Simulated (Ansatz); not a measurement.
# MgS (Niningerite, Fm-3m): from the cell to its phonons

How does MgS (Niningerite, Fm-3m) vibrate, and is this structure a minimum?

Method: DFT PBE, scalar-relativistic, plane waves, PAW, in Ansatz 0.2.0.

This is a report of a sequence of runs, with most program output left out.

**1. The structure**

Symmetry: Fm-3m, No. 225, cubic system. The conventional cell has a = 5.203 Å, b = 5.203 Å, c = 5.203 Å, α = 90.00°, β = 90.00°, γ = 90.00°. Mg has 6 S at 2.60 Å nearest. Nearest to S lie 6 Mg at 2.60 Å. Farther neighbours and most contacts between anions are not listed.

**2. Bringing the structure to rest**

Harmonic phonons are second derivatives at a point where the forces vanish, and they are wanted at zero stress, so atoms and cell are relaxed first.

File input.yaml:

```yaml
crystal:
  lattice:
    - [0.0, 2.60165, 2.60165]
    - [2.60165, 0.0, 2.60165]
    - [2.60165, 2.60165, 0.0]
  atoms:
    - { symbol: Mg, position: [0.0, 0.0, 0.0] }
    - { symbol: S, position: [0.5, 0.5, 0.5] }
kpoints:
  mp_grid: { grid: [8, 8, 8] }
hamiltonian:
  xc: pbe
scf:
  occupations: { method: gaussian, width: 0.02 }
output:
  forces: true
  stress: true
  eigenvalues: true
relax:
  adjacent_minimum: "off"
  f_tol: 0.005
  max_steps: 80
  cell: { stress_tol: 0.05 }
```

Launch:

```console
$ ansatz run input.yaml --threads 4 --pin off --max-ram 7168MiB --backend cpu --events-out ev --progress --plain --runs-dir out
```

Elapsed: 1.4 s, on 4 threads of Arm Neoverse V1, shared host; peak memory 0.29 GiB.

Relaxation path:

```
step  energy less that of the first step (eV)  largest force component (eV/Å)  pressure (GPa)  volume (Å³)
   1                                   0.0000                          0.0000            1.16        35.22
   2                                  -0.0019                          0.0000            0.18        35.67
   3                                  -0.0019                          0.0000            0.00        35.76
  4*                                  -0.0019                          0.0000            0.00        35.76
```

Relaxation steps marked * repeat the geometry before them on a plane-wave basis chosen anew for their cell, so energy and pressure can jump there.

The run keeps the 48 symmetry operations that it works with, so distortions that break them were not tested.

```csv
"conventional cell, symmetrised",before,after,change
a (Å),5.203,5.230,+0.5 %
b (Å),5.203,5.230,+0.5 %
c (Å),5.203,5.230,+0.5 %
volume (Å³/atom),17.61,17.88,+1.5 %
```

The relaxed structure:

```xyz
2
Lattice="0.0000 2.6149 2.6149 2.6149 0.0000 2.6149 2.6149 2.6149 0.0000" Properties=species:S:1:pos:R:3 pbc="T T T"
Mg    0.0000    0.0000    0.0000
S     2.6149    2.6149    2.6149
```

This step gave:

```yaml
pressure: 0.003937 GPa
gap_on_the_k_mesh: 2.757 eV
volume_per_atom: 17.88 Å³
direct_gap_on_mesh: 3.604 eV
```

In this step the volume went from 17.61 to 17.88 Å³/atom.

**3. Relaxing to small forces for the phonons**

Phonons need a cell at rest on their own settings, so the relaxation is repeated with tight tolerances on forces and stress on the k mesh and occupations of the first response run.

input.yaml, the sections that differ from step 2:

```yaml
crystal:
  lattice:
    - [0.0, 2.6148576574, 2.6148576574]
    - [2.6148576574, 0.0, 2.6148576574]
    - [2.6148576574, 2.6148576574, 0.0]
  atoms:
    - { symbol: Mg, position: [0.0, 0.0, 0.0] }
    - { symbol: S, position: [0.5, 0.5, 0.5] }
scf:
  occupations: { method: fixed }
relax:
  adjacent_minimum: "off"
  f_tol: 0.001
  max_steps: 60
  cell: { stress_tol: 0.01 }
# kpoints, hamiltonian, output: as in step 2
```

Elapsed: 0.88 s, on 4 threads; peak memory 0.28 GiB; 2.7 s of CPU time.

Little changed from the start: no atom moved by 0.005 Å and no cell edge by 0.1 %.

Numbers from this step:

| Property | Result |
| --- | --- |
| pressure | 0.003936 GPa |

The forces vanish by symmetry and the pressure is 0.004 GPa, within the tolerances set. The cell now holds 17.88 Å³/atom.

**4. Modes at Γ**

The zone centre comes first: it holds the modes that light can see, as far as symmetry allows. The response to a homogeneous field gives the Born charges and the dielectric tensor.

input.yaml, the sections that differ from step 3:

```yaml
output:
  eigenvalues: true
phonons:
  method: dfpt
  dielectric: true
  rigid_motions: translations
# crystal, kpoints, hamiltonian, scf: as in step 3
# relax: removed
```

Elapsed: 8.7 s, on 4 threads; peak memory 0.4 GiB; 31 s of CPU time.

This step gave:

| Quantity | Value |
| --- | --- |
| sum-rule residual before enforcement | 1.49e-5 eV/Å² |
| miss of the charge sum rule | 2.92e-4 e |
| estimated error of the dielectric tensor | 0.01344 |
| estimated error of the Born charges | 0.01069 e |
| point group | m-3m |
| highest optical mode at the zone centre (no LO-TO term) | 223.7 cm⁻¹ |
| lowest optical zone-centre mode | 223.7 cm⁻¹ |
| mean high-frequency dielectric constant | 5.414 |
| largest Born charge (third of the trace) | 2.345 e |
| mean static dielectric constant | 16.35 |
| top of the zone-centre spectrum with the field | 388.8 cm⁻¹ |

Without the LO-TO term. Patterns of degenerate modes are one choice out of their space. The modes at Γ (shares of kinetic energy by element, %):

| mode | frequency (cm⁻¹) | symmetry | Mg % | S % |
| --- | --- | --- | --- | --- |
| 1 | 0.0 | acoustic | 43 | 57 |
| 2 | 0.0 | acoustic | 43 | 57 |
| 3 | 0.0 | acoustic | 43 | 57 |
| 4 | 223.7 | T1u | 57 | 43 |
| 5 | 223.7 | T1u | 57 | 43 |
| 6 | 223.7 | T1u | 57 | 43 |

Displacements in mode 4 (223.7 cm⁻¹), the largest set to 1:
```
Mg1  0.00  0.00  1.00
S2   0.00  0.00 -0.76
```

Optical modes at the zone centre, without and with the macroscopic field of the longitudinal modes; each column is sorted by frequency, so a row need not hold one and the same mode. Modes with and without the field, by row:

```
rank among optical modes  no field (cm⁻¹)  q along (1, 0, 0) (cm⁻¹)
                       1            223.7                     223.7
                       2            223.7                     223.7
                       3            223.7                     388.8
```

Born charge (rows field, columns displacement) (e), principal values of the symmetric part by kind of site:

| atom | atoms with these values | low | middle | high | mean |
| --- | --- | --- | --- | --- | --- |
| Mg1 | 1 | 2.35 | 2.35 | 2.35 | 2.35 |
| S2 | 1 | -2.35 | -2.35 | -2.35 | -2.35 |

In full for S2:

```
-2.35  0.00  0.00
 0.00 -2.35  0.00
 0.00  0.00 -2.35
```

High-frequency dielectric tensor:

```
5.41 0.00 0.00
0.00 5.41 0.00
0.00 0.00 5.41
```

Static dielectric tensor (ions relaxed, fixed cell):

```
16.35  0.00  0.00
 0.00 16.35  0.00
 0.00  0.00 16.35
```

Transverse modes. Infrared lines, with heights relative to the strongest:

```
position (cm⁻¹)  label  relative intensity
            224    T1u                 100
```

Before it was imposed, the acoustic sum rule was missed by 1.5e-5 eV/Å² and the charge sum rule by 2.9e-4 e. Small misses are needed for a sound result but don't prove that mesh and cutoff are converged. The lowest optical mode is real, 224 cm⁻¹.

**5. Phonons on a q mesh**

Stability and thermal properties need the whole zone. Linear response on a 4×4×4 q mesh gives force constants as far as a supercell of that size would, and the tensors from the zone-centre run are typed in so that the long-range dipole term is interpolated apart.

input.yaml, the sections that differ from step 4:

```yaml
phonons:
  method: dfpt
  qmesh: [4, 4, 4]
  temperatures: { t_max: 1000, t_step: 50 }
  qpath:
    path:
      - [[0.0, 0.0, 0.0], [0.5, 0.0, 0.5], [0.625, 0.25, 0.625]]
      - [[0.375, 0.375, 0.75], [0.0, 0.0, 0.0], [0.5, 0.5, 0.5], [0.5, 0.25, 0.75], [0.5, 0.0, 0.5]]
    npoints: 10
  non_analytic_term:
    high_frequency_dielectric_tensor: [[5.4143, 0.0, 0.0], [0.0, 5.4143, 0.0], [0.0, 0.0, 5.4143]]
    born_effective_charges:
      - { species: Mg, tensor: [[2.3454, 0.0, 0.0], [0.0, 2.3454, 0.0], [0.0, 0.0, 2.3454]] }
      - { species: S, tensor: [[-2.3454, 0.0, 0.0], [0.0, -2.3454, 0.0], [0.0, 0.0, -2.3454]] }
    source: "zone-centre run at this cell"
# crystal, kpoints, hamiltonian, scf, output: as in step 4
```

Elapsed: 50 s, on 4 threads; peak memory 0.74 GiB; 3.2 min of CPU time.

This step gave:

```
sum-rule residual before enforcement                    : 4.48e-6 eV/Å²
lowest frequency on the path                            : 0 cm⁻¹
highest frequency on the path or at a solved wavevector : 388.8 cm⁻¹
mean frequency                                          : 216.5 cm⁻¹
Debye temperature (second moment)                       : 419 K
logarithmic mean frequency                              : 206.5 cm⁻¹
lowest mode on the q mesh (acoustic modes at Γ apart)   : 107.8 cm⁻¹
zero-point energy per atom                              : 40.25 meV
heat capacity at 300 K                                  : 22.68 J/(mol atoms K)
vibrational entropy at 300 K                            : 26.36 J/(mol atoms K)
```

Frequencies (cm⁻¹) solved at each irreducible wavevector; negative means imaginary. Frequencies by wavevector, by row:

| q in reciprocal lattice units | star | mode 1 | mode 2 | mode 3 | mode 4 | mode 5 | mode 6 |
| --- | --- | --- | --- | --- | --- | --- | --- |
| 0 0 0 | 1 | 0 | 0 | 0 | 223.7 | 223.7 | 223.7 |
| 0 0 0.25 | 8 | 109.8 | 109.8 | 190.9 | 215.6 | 215.6 | 380.6 |
| 0 0 -0.5 | 4 | 168.9 | 168.9 | 192.5 | 192.5 | 290.5 | 355.2 |
| 0 0.25 0.25 | 6 | 107.8 | 107.8 | 205.1 | 238.2 | 238.2 | 307.5 |
| 0 0.25 -0.5 | 24 | 148 | 178.7 | 220.3 | 226.9 | 261.3 | 293.7 |
| 0 0.25 -0.25 | 12 | 155.1 | 170.6 | 190.1 | 249.2 | 256.6 | 314 |
| 0 -0.5 -0.5 | 3 | 125.7 | 125.7 | 181.9 | 252.4 | 252.4 | 292.1 |
| 0.25 -0.5 -0.25 | 6 | 168.8 | 168.8 | 224.8 | 228.8 | 273.7 | 273.7 |

Interpolated from a 4×4×4 q mesh, with the LO-TO term (at Γ the limit along the path; where Γ stands inside the path, tables give the limit on arrival). The phonon branches at the labelled points (cm⁻¹):

```csv
point,branch 1,branch 2,branch 3,branch 4,branch 5,branch 6
Γ,0,0,0,224,224,389
halfway,108,108,205,238,238,308
X,126,126,182,252,252,292
halfway,134,153,182,247,260,290
U,154,179,210,231,272,282
jump to K,154,179,210,231,272,282
halfway,132,136,198,210,246,350
Γ,0,0,0,224,224,389
halfway,110,110,191,216,216,381
L,169,169,192,192,290,355
halfway,170,181,204,232,287,288
W,169,169,225,229,274,274
halfway,143,170,181,250,259,287
X,126,126,182,252,252,292
```

Tetrahedra on a 20×20×20 mesh, mean over bins of 5 cm-1. Interpolated from a 4×4×4 q mesh. Phonon density of states against wavenumber; read off at these points:

wavenumber (cm⁻¹), phonon density of states (1/cm⁻¹/cell) and a bar:
```
        2     0.0000 
       18     0.0001 
       28     0.0002 
       42     0.0005 
       58     0.0011 #
       68     0.0016 #
       82     0.0028 ##
       98     0.0046 ###
      108     0.0067 ####
      122     0.0139 ########
      138     0.0219 #############
      148     0.0248 ###############
      162     0.0324 ###################
      168     0.0433 ##########################
      178     0.0498 ##############################
      188     0.0096 ######
      202     0.0364 ######################
      212     0.0381 #######################
      228     0.0255 ###############
      242     0.0438 ##########################
      252     0.0278 #################
      268     0.0313 ###################
      282     0.0415 #########################
      292     0.0114 #######
      308     0.0069 ####
      322     0.0065 ####
      332     0.0065 ####
      348     0.0066 ####
      362     0.0054 ###
      372     0.0045 ###
      388     0.0008 #
```

The partial phonon density of states has structure finer than the step of the table below, so its rows give means over 10 cm⁻¹, whole bins alone (the curve runs from -10 to 410 cm⁻¹). Peaks (cm⁻¹: height): Mg 180.2: 0.0267, 196.1: 0.0204, 241.0: 0.0201; S 167.0: 0.0175, 206.7: 0.0200, 241.0: 0.0234, 283.3: 0.0305.

Phonopy on the run's constants, 19x19x19 mesh, Gaussian sigma 3.0 cm-1. Interpolated from a 4×4×4 q mesh. Table of partial phonon density of states by wavenumber; means over each step; values in 1/cm⁻¹/cell:

```
wavenumber (cm⁻¹)       Mg        S
                0   1.4e-5   2.2e-5
               10   4.5e-7   9.0e-7
               20   3.9e-5   5.3e-5
               30   1.3e-4   1.7e-4
               40   1.8e-4   2.4e-4
               50   4.4e-4   5.9e-4
               60   4.2e-4   5.6e-4
               70   8.6e-4  0.00115
               80  0.00108  0.00143
               90  0.00154  0.00198
              100  0.00243  0.00298
              110  0.00352  0.00389
              120  0.00666  0.00629
              130   0.0104  0.00862
              140   0.0124   0.0102
              150   0.0141   0.0115
              160   0.0166   0.0134
              170   0.0197   0.0162
              180   0.0237   0.0123
              190   0.0176  0.00786
              200   0.0178   0.0160
              210   0.0156   0.0197
              220   0.0145   0.0179
              230   0.0146   0.0166
              240   0.0189   0.0221
              250   0.0150   0.0186
              260   0.0128   0.0152
              270  0.00960   0.0139
              280  0.00744   0.0234
              290  0.00580   0.0180
              300  0.00427  0.00378
              310  0.00416  0.00245
              320  0.00441  0.00207
              330  0.00435  0.00189
              340  0.00472  0.00188
              350  0.00464  0.00187
              360  0.00394  0.00184
              370  0.00305  0.00173
              380  0.00208  0.00135
              390   4.8e-4   3.4e-4
              400   2.8e-6   1.9e-6
```

Second derivatives of the energy by pair, one row for each kind of neighbour of each atom listed. Each entry sums the pair over the periodic images of the supercell that the q mesh stands for, and in a polar crystal it holds the long-range dipole part too. Force constants by pair, by row:

```csv
atom,neighbour,distance (Å),third of the trace (eV/Å²),along the pair's line (eV/Å²)
Mg1,itself,0,4.436,–
Mg1,S,2.615,-0.6166,-1.161
Mg1,Mg,3.698,0.0384,-0.6352
Mg1,S,4.529,-0.0274,0.213
Mg1,Mg,5.23,-0.2274,-0.5588
Mg1,S,5.847,0.0312,0.1924
Mg1,Mg,6.405,-0.0121,-0.1141
Mg1,Mg,7.396,0.0297,-0.1344
S2,itself,0,6.077,–
S2,Mg,2.615,-0.6166,-1.161
S2,S,3.698,-0.1981,-0.9996
S2,Mg,4.529,-0.0274,0.213
S2,S,5.23,0.0041,-0.1184
S2,Mg,5.847,0.0312,0.1924
S2,S,6.405,-0.0175,-0.0997
S2,S,7.396,-0.088,-0.2982
```

Harmonic thermodynamic functions per atom, from the density of states. Interpolated from a 4×4×4 q mesh. Thermodynamic functions, by row:

| T (K) | F_vib (meV/atom) | S (J/mol-atom/K) | C_V (J/mol-atom/K) |
| --- | --- | --- | --- |
| 0 | 40.25 | 0 | 0 |
| 50 | 40.14 | 0.986 | 3.225 |
| 100 | 38.43 | 6.068 | 12.16 |
| 200 | 25.97 | 17.59 | 20.28 |
| 300 | 2.97 | 26.36 | 22.68 |
| 400 | -27.95 | 33.03 | 23.63 |
| 500 | -65.04 | 38.36 | 24.09 |
| 600 | -107.2 | 42.78 | 24.35 |
| 700 | -153.5 | 46.54 | 24.5 |
| 800 | -203.5 | 49.82 | 24.6 |
| 900 | -256.6 | 52.72 | 24.67 |
| 1000 | -312.6 | 55.33 | 24.73 |

Harmonic mean-square displacement, third of the trace. Interpolated from a 4×4×4 q mesh. Mean square displacements, by row:

| T (K) | Mg1 U_eq (Å²) | S2 U_eq (Å²) |
| --- | --- | --- |
| 0 | 0.0036 | 0.00266 |
| 100 | 0.00443 | 0.0033 |
| 300 | 0.00952 | 0.00706 |
| 600 | 0.01822 | 0.01351 |

Symmetry leaves 8 wavevectors to solve. The lowest mode among them, the acoustic zeros apart, lies at q = (0, 0.25, 0.25) and is real, 108 cm⁻¹.

**6. Finite displacements in a supercell**

Finite displacements in a 2×2×2 supercell give force constants from forces alone. They are exact at the wavevectors that the supercell holds, where they check the linear-response result.

Changes to input.yaml since step 5:

```diff
@@ -17,4 +17,4 @@
 phonons:
-  method: dfpt
-  qmesh: [4, 4, 4]
+  method: fd
+  supercell: [2, 2, 2]
   temperatures: { t_max: 1000, t_step: 50 }
```

Elapsed: 14 s, on 4 threads; peak memory 0.84 GiB.

This step gave:

* atoms in the supercell: 16
* sum-rule residual before enforcement: 2.39e-4 eV/Å²

Interpolated from a 2×2×2 supercell, rough between the solved points, with the LO-TO term (at Γ the limit along the path; where Γ stands inside the path, tables give the limit on arrival). Phonon branches along the path, in cm⁻¹:

```
    point  branch 1  branch 2  branch 3  branch 4  branch 5  branch 6
        Γ         0         0         0       224       224       389
  halfway       108       108       212       246       246       314
        X       126       126       182       252       252       292
  halfway       126       154       182       248       257       290
        U       129       180       210       234       268       284
jump to K       129       180       210       234       268       284
  halfway       124       144       181       214       257       354
        Γ         0         0         0       224       224       389
  halfway       112       112       190       213       213       380
        L       169       169       192       192       290       355
  halfway       157       158       220       226       277       309
        W       168       168       214       216       276       276
  halfway       142       162       181       244       261       288
        X       126       126       182       252       252       292
```

Tetrahedra on a 20×20×20 mesh, mean over bins of 5 cm-1. Interpolated from a 2×2×2 supercell, rough between the solved points. The phonon density of states by wavenumber; read off at these points:

```csv
wavenumber (cm⁻¹),phonon density of states (1/cm⁻¹/cell)
2,0
18,6.0e-5
28,2.4e-4
42,5.8e-4
58,0.00118
68,0.00176
82,0.00293
98,0.00471
108,0.0066
122,0.0124
138,0.0307
148,0.0319
152,0.0373
162,0.0372
168,0.0418
178,0.0267
188,0.0281
192,0.0307
202,0.0249
212,0.0263
228,0.0239
242,0.0336
248,0.0374
252,0.0357
268,0.0271
272,0.0461
282,0.0359
292,0.00921
308,0.00741
322,0.00753
332,0.0077
348,0.00818
362,0.00636
372,0.00502
388,9.7e-4
```

At Γ the two methods differ by at most 0.0 cm⁻¹.

**7. Results**

| Property | Result |
| --- | --- |
| space group after relaxation (within 0.01 Å) | Fm-3m |
| volume per atom | 17.9 Å³ |
| gap on the k-mesh | 2.76 eV |
| highest optical mode at the zone centre (no LO-TO term) | 224 cm⁻¹ |
| top of the zone-centre spectrum with the field | 389 cm⁻¹ |
| lowest optical zone-centre mode | 224 cm⁻¹ |
| mean high-frequency dielectric constant | 5.41 |
| mean static dielectric constant | 16.4 |
| largest Born charge (third of the trace) | 2.35 e |
| lowest mode on the q mesh (acoustic modes at Γ apart) | 108 cm⁻¹ |
| highest frequency on the path or at a solved wavevector | 389 cm⁻¹ |
| zero-point energy per atom | 40.2 meV |
| heat capacity at 300 K | 22.7 J/(mol atoms K) |
| vibrational entropy at 300 K | 26.4 J/(mol atoms K) |
| Debye temperature (second moment) | 419 K |
| imaginary modes on the 4×4×4 q mesh | none |

**Reading.** The structure is a minimum as far as tested: no mode is imaginary at the 8 irreducible wavevectors of the 4×4×4 mesh, and the softest away from the acoustic zeros lies at 108 cm⁻¹. Without the field, the optical modes at Γ form one degenerate level at 224 cm⁻¹. With the macroscopic field of the longitudinal modes the top of the zone-centre spectrum lies at 389 cm⁻¹, against 224 cm⁻¹ without it. Lattice motion raises the mean dielectric constant from 5.414 to 16.35. The strongest infrared line is at 224 cm⁻¹. Finite displacements and linear response differ by 0.0 cm⁻¹ in the highest zone-centre mode. These are harmonic frequencies at zero temperature: anharmonic shifts, linewidths and thermal expansion are left out.

[Logs are printed without paths, hosts, clocks, repeated set-up lines and the standing remarks that a program may print on its own settings, such as how far it seeks lower states.]

[Hosts, paths, dates, database ids (printed as entryN), source tags and the programs' standing remarks are cut or masked in the printed files.]
